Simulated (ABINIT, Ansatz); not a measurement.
# SrCl2 (Fm-3m): from Born charge to LO-TO splitting

Aim: work out the LO frequency and the static dielectric constant of SrCl2 (Fm-3m) from one linear-response run, then check them.

Method: DFT LDA, scalar-relativistic, plane waves, PseudoDojo norm-conserving pseudopotentials, in ABINIT 10.8.3.

## (1) The relaxed structure

Symmetry: Fm-3m, No. 225, cubic system. The conventional cell has a = 6.799 Å, b = 6.799 Å, c = 6.799 Å, α = 90.00°, β = 90.00°, γ = 90.00°. Nearest to Sr lie 8 Cl at 2.94 Å. Cl has 4 Sr at 2.94 Å nearest. Farther neighbours and most contacts between anions are not listed.

Structure file:

```xyz
3
Lattice="-3.3995 0.0000 3.3995 0.0000 3.3995 3.3995 -3.3995 3.3995 0.0000" Properties=species:S:1:pos:R:3 pbc="T T T"
Sr    0.0000    0.0000    0.0000
Cl   -5.0993    5.0993    5.0993
Cl   -1.6998    1.6998    1.6998
```

This is the cell after its relaxation at this level of theory, not the database cell from which that began.

## (2) What the response run gave

A linear-response run on the relaxed cell, with the response to an electric field; only its zone-centre results are used. Cutoff 28 Ha, k mesh 4×4×4 with shifts.

Numbers of over 12 decimals in the logs are rounded to 6 here.

The log of the run:

```text
[banners, grids, parts of the stress and lines that vanish by symmetry left out]
- input  file    -> dfpt_gamma.abi
- output file    -> dfpt_gamma.abo
- root for input  files -> dfpt_gammai
[...]
DATASET    1 : space group Fm -3 m (#225); Bravais cF (face-center cubic)
[...]
nfft =       91125          nkpt =         128
[...]
DATASET    2 : space group Fm -3 m (#225); Bravais cF (face-center cubic)
[...]
nfft =       91125          nkpt =         128
[...]
DATASET    3 : space group Fm -3 m (#225); Bravais cF (face-center cubic)
[...]
mpw =        3760          nfft =       91125          nkpt =         128
[...]
== DATASET  1 ==================================================================
[...]
cutoff_energies: {ecut:  28.0, pawecutdg:  -1.0, }
[...]
- 17.00000   7.00000  180309                  znucl, zion, pspdat
[...]
Perturbation : derivative vs k along direction   1
[...]
-ETOT  1  -16.396783681715     -1.640E+01 5.395E-02 0.000E+00
 ETOT  2  -16.427009738749     -3.023E-02 1.876E-04 0.000E+00
 ETOT  3  -16.427128071376     -1.183E-04 1.163E-06 0.000E+00
 ETOT  4  -16.427128706698     -6.353E-07 8.103E-09 0.000E+00
 ETOT  5  -16.427128710546     -3.847E-09 9.822E-11 0.000E+00
[...]
At SCF step   10   max residual=  9.95E-21 < tolwfr=  1.00E-20 =>converged.
[...]
Perturbation : derivative vs k along direction   2
[...]
-ETOT  1  -16.396783681433     -1.640E+01 5.395E-02 0.000E+00
[...]
At SCF step   10   max residual=  9.95E-21 < tolwfr=  1.00E-20 =>converged.
[...]
Perturbation : derivative vs k along direction   3
[...]
-ETOT  1  -16.396783681152     -1.640E+01 5.395E-02 0.000E+00
[...]
At SCF step   10   max residual=  9.95E-21 < tolwfr=  1.00E-20 =>converged.
[...]
1        1       1.3476945740   -0.0000000000
     1        2      -0.6738472870    0.0000000000
     1        3      -0.6738472870    0.0000000000
     2        1      -0.6738472870    0.0000000000
     2        2       1.3476945740   -0.0000000000
     2        3       0.6738472870   -0.0000000000
     3        1      -0.6738472870    0.0000000000
     3        2       0.6738472870   -0.0000000000
     3        3       1.3476945740   -0.0000000000
[...]
== DATASET  2 ==================================================================
[...]
cutoff_energies: {ecut:  28.0, pawecutdg:  -1.0, }
[...]
Perturbation : displacement of atom   1   along direction   1
[...]
3    1   1    5        -0.0000000000         0.0000000000
   1    2   1    5        -1.2436752597         0.0000000000
   2    2   1    5         0.0000000000         0.0000000000
[...]
Effective charges, in cartesian coordinates,
[...]
2    5   1    3         0.0000000000         0.0000000000
   3    5   1    3        -0.0000000000         0.0000000000
   1    5   2    3         0.0000000000         0.0000000000
   2    5   2    3        -1.2436752527         0.0000000000
   3    5   2    3        -0.0000000000         0.0000000000
   1    5   3    3        -0.0000000000         0.0000000000
   2    5   3    3         0.0000000000         0.0000000000
   3    5   3    3        -1.2436752527         0.0000000000
  Phonon wavevector (reduced coordinates) :  0.00000  0.00000  0.00000
 Phonon energies in Hartree :
[...]
Phonon frequencies in cm-1    :
-  2.744389E-01  2.744391E-01  2.744399E-01  1.553950E+02  1.553950E+02
-  1.553950E+02  1.915818E+02  1.915818E+02  1.915818E+02
  Phonon at Gamma, with non-analyticity in the
[...]
Phonon energies in Hartree :
[...]
Phonon frequencies in cm-1    :
-  2.744389E-01  2.744391E-01  2.752532E-01  1.553950E+02  1.553950E+02
-  1.915818E+02  1.915818E+02  1.915818E+02  2.361296E+02
  Phonon at Gamma, with non-analyticity in the
[...]
Phonon energies in Hartree :
[...]
Phonon frequencies in cm-1    :
-  2.744389E-01  2.744399E-01  2.752525E-01  1.553950E+02  1.553950E+02
-  1.915818E+02  1.915818E+02  1.915818E+02  2.361296E+02
  Phonon at Gamma, with non-analyticity in the
[...]
Phonon energies in Hartree :
[...]
Phonon frequencies in cm-1    :
-  2.744391E-01  2.744399E-01  2.752523E-01  1.553950E+02  1.553950E+02
-  1.915818E+02  1.915818E+02  1.915818E+02  2.361296E+02
[...]
== DATASET  3 ==================================================================
[...]
cutoff_energies: {ecut:  28.0, pawecutdg:  -1.0, }
[...]
j1 : displacement of atom   2 along direction   1
[...]
j2 : displacement of atom   2 along direction   1
[...]
j2 : displacement of atom   2 along direction   1
[...]
1          1       -0.000000000       -0.000000000       -0.000000000
[...]
1          2       -0.000000000       -0.000000000       -0.000000000
[...]
1          3       -0.000000000       -0.000000000       -0.000000000
[...]
2          1        0.000000000       -0.000000000       -0.000000000
[...]
2          2       -0.000000000       -0.000000000       -0.011427587
[...]
2          3       -0.000000000       -0.011427587        0.000000000
[...]
3          1        0.000000000       -0.000000000       -0.000000000
[...]
3          2       -0.000000000        0.000000000        0.011427587
[...]
3          3       -0.000000000        0.011427587        0.000000000
[...]
strten2     0.0000000000E+00  0.0000000000E+00  0.0000000000E+00
           strten3     0.0000000000E+00  0.0000000000E+00  0.0000000000E+00
================================================================================
```

```csv
quantity,value
cell volume Ω (Å³),78.574
mass of Sr (u),87.620
mass of Cl (u),35.450
"Born charge of Sr, raw (e)",2.488
"Born charge of Cl, raw (e)",-1.244
ε∞,3.129
ω(TO) after the sum rule (cm⁻¹),155.4
```

## (3) The calculation

The charges must sum to zero over the cell; taking off their mean, 0.000 e, leaves Z* = 2.488 e on Sr. In the polar mode Sr moves against the two Cl, so the reduced mass is μ = 87.62 × 70.90 / 158.52 = 39.189 u.

A longitudinal wave builds up a field that adds to the restoring force: ω(LO)² = ω(TO)² + 4π Z*² / (μ Ω ε∞), in Hartree atomic units. With μ = 71437 electron masses and Ω = 530.24 bohr³ the second term is 6.5637e-07 Ha², or 31617 cm⁻² (1 Ha = 219474.6 cm⁻¹).

So ω(LO) = √(24146 + 31617) = 236.1 cm⁻¹, and by the Lyddane-Sachs-Teller relation ε₀ = ε∞ (ω(LO)/ω(TO))² = 7.23.

## (4) Check against the program

The analysis program adds the same non-analytic term to the full matrix.

The log of the run:

```text
[banners, grids, parts of the stress and lines that vanish by symmetry left out]
-outvars_anaddb: echo values of input variables ----------------------

 Flags :
[...]
Dielectric Tensor and Effective Charges
[...]
Effective charge tensors after
[...]
1          1       -0.000000000        0.000000000        0.000000000
[...]
1          2        0.000000000       -0.000000000       -0.000000000
[...]
1          3       -0.000000000       -0.000000000       -0.000000000
[...]
2          1        0.000000000       -0.000000000       -0.000000000
[...]
2          2        0.000000000       -0.000000000       -0.011427587
[...]
2          3       -0.000000000       -0.011427587        0.000000000
[...]
3          1        0.000000000        0.000000000       -0.000000000
[...]
3          2       -0.000000000        0.000000000        0.011427587
[...]
3          3        0.000000000        0.011427587       -0.000000000
[...]
Phonon wavevector (reduced coordinates) :  0.00000  0.00000  0.00000
 Phonon energies in Hartree :
[...]
Phonon energies in meV     :
-  0.000000E+00  0.000000E+00  0.000000E+00  1.926649E+01  1.926649E+01
-  1.926649E+01  2.375310E+01  2.375310E+01  2.375310E+01
 Phonon frequencies in cm-1    :
-  0.000000E+00  0.000000E+00  0.000000E+00  1.553947E+02  1.553947E+02
-  1.553947E+02  1.915816E+02  1.915816E+02  1.915816E+02
 Phonon frequencies in Thz     :
-  0.000000E+00  0.000000E+00  0.000000E+00  4.658617E+00  4.658617E+00
-  4.658617E+00  5.743473E+00  5.743473E+00  5.743473E+00
 Phonon energies in Kelvin  :
-  0.000000E+00  0.000000E+00  0.000000E+00  2.235784E+02  2.235784E+02
-  2.235784E+02  2.756432E+02  2.756432E+02  2.756432E+02
[...]
-  1  0.00000000E+00  0.00000000E+00  1.86024720E-03
-     0.00000000E+00  0.00000000E+00  0.00000000E+00
-  2  0.00000000E+00  0.00000000E+00  1.86024586E-03
-     0.00000000E+00  0.00000000E+00  0.00000000E+00
-  3  0.00000000E+00  0.00000000E+00  1.86024586E-03
-     0.00000000E+00  0.00000000E+00  0.00000000E+00
[...]
-  1  0.00000000E+00  1.86024720E-03  0.00000000E+00
-     0.00000000E+00  0.00000000E+00  0.00000000E+00
-  2  0.00000000E+00  1.86024586E-03  0.00000000E+00
-     0.00000000E+00  0.00000000E+00  0.00000000E+00
-  3  0.00000000E+00  1.86024586E-03  0.00000000E+00
-     0.00000000E+00  0.00000000E+00  0.00000000E+00
[...]
-  1  1.86024720E-03  0.00000000E+00  0.00000000E+00
-     0.00000000E+00  0.00000000E+00  0.00000000E+00
-  2  1.86024586E-03  0.00000000E+00  0.00000000E+00
-     0.00000000E+00  0.00000000E+00  0.00000000E+00
[...]
-   7     Real    0.0000E+00  0.0000E+00  0.0000E+00  0.0000E+00  0.0000E+00  0.0000E+00  0.0000E+00
[...]
-   8     Real    0.0000E+00  0.0000E+00  0.0000E+00  0.0000E+00  0.0000E+00  0.0000E+00  0.0000E+00
[...]
-   9     Real    0.0000E+00  0.0000E+00  0.0000E+00  0.0000E+00  0.0000E+00  0.0000E+00  0.0000E+00
[...]
Phonon at Gamma, with non-analyticity in the
[...]
Phonon energies in Hartree :
[...]
Phonon energies in meV     :
-  0.000000E+00  0.000000E+00  0.000000E+00  1.926649E+01  1.926649E+01
[...]
Phonon frequencies in cm-1    :
[...]
Phonon frequencies in Thz     :
[...]
Phonon energies in Kelvin  :
[...]
-         0.000000025      -0.000000000      -0.001463868
-        -0.000000032      -0.001463868       0.000000000
[...]
Phonon at Gamma, with non-analyticity in the
[...]
Phonon energies in Hartree :
[...]
Phonon energies in meV     :
-  0.000000E+00  0.000000E+00  0.000000E+00  1.926649E+01  1.926649E+01
-  2.375310E+01  2.375310E+01  2.375310E+01  2.927764E+01
 Phonon frequencies in cm-1    :
-  0.000000E+00  0.000000E+00  0.000000E+00  1.553947E+02  1.553947E+02
-  1.915816E+02  1.915816E+02  1.915816E+02  2.361401E+02
 Phonon frequencies in Thz     :
-  0.000000E+00  0.000000E+00  0.000000E+00  4.658617E+00  4.658617E+00
-  5.743473E+00  5.743473E+00  5.743473E+00  7.079302E+00
 Phonon energies in Kelvin  :
-  0.000000E+00  0.000000E+00  0.000000E+00  2.235784E+02  2.235784E+02
-  2.756432E+02  2.756432E+02  2.756432E+02  3.397529E+02
[...]
-  1  0.00000000E+00  0.00000000E+00  1.86024686E-03
-     0.00000000E+00  0.00000000E+00  0.00000000E+00
-  2  0.00000000E+00  0.00000000E+00  1.86024628E-03
-     0.00000000E+00  0.00000000E+00  0.00000000E+00
[...]
-     0.00000000E+00  0.00000000E+00  0.00000000E+00
[...]
-     0.00000000E+00  0.00000000E+00  0.00000000E+00
[...]
Phonon at Gamma, with non-analyticity in the
[...]
Phonon energies in Hartree :
[...]
Phonon energies in meV     :
-  0.000000E+00  0.000000E+00  0.000000E+00  1.926649E+01  1.926649E+01
[...]
Phonon frequencies in cm-1    :
-  0.000000E+00  0.000000E+00  0.000000E+00  1.553947E+02  1.553947E+02
[...]
Phonon frequencies in Thz     :
-  0.000000E+00  0.000000E+00  0.000000E+00  4.658617E+00  4.658617E+00
[...]
Phonon energies in Kelvin  :
-  0.000000E+00  0.000000E+00  0.000000E+00  2.235784E+02  2.235784E+02
[...]
-  2  2.78150787E-03  0.00000000E+00  0.00000000E+00
[...]
-  3 -2.78150787E-03  0.00000000E+00  0.00000000E+00
[...]
-         0.000000013      -0.000000000      -0.001463868
-        -0.000000024      -0.001463868       0.000000000
[...]
Direction                     Dielectric constant
[...]
0.00000   0.00000   1.00000      7.22477232
   1.00000   1.00000   1.00000      7.22477232
-
```

```csv
quantity,by hand,program
ω(LO) (cm⁻¹),236.1,236.1
ε₀,7.23,7.22
```

## (5) Outcome

| Property | Result |
| --- | --- |
| TO mode | 155.4 cm⁻¹ |
| LO mode | 236.1 cm⁻¹ |
| static dielectric constant | 7.225 |

**Reading.** The LO mode of SrCl2 (Fm-3m) lies at 236 cm⁻¹, 81 cm⁻¹ above the TO mode; the formula meets the program within 0.1 cm⁻¹, as it must for a cubic crystal with one polar mode. ω(LO)² − ω(TO)² goes with Z*²/ε∞: an error of 5 % in ε∞ would move the LO mode by 3.2 cm⁻¹, and semilocal functionals tend to overestimate ε∞. These are harmonic values at zero temperature, at the volume of this functional, for the structure held cubic; stability elsewhere in the zone is no part of this calculation.

[Host names and launcher messages were left out of these logs when they were recorded.]

[Logs are printed without paths, hosts, clocks, repeated set-up lines and the standing remarks that a program may print on its own settings, such as how far it seeks lower states.]

[Hosts, paths, dates, database ids (printed as entryN), source tags and the programs' standing remarks are cut or masked in the printed files.]
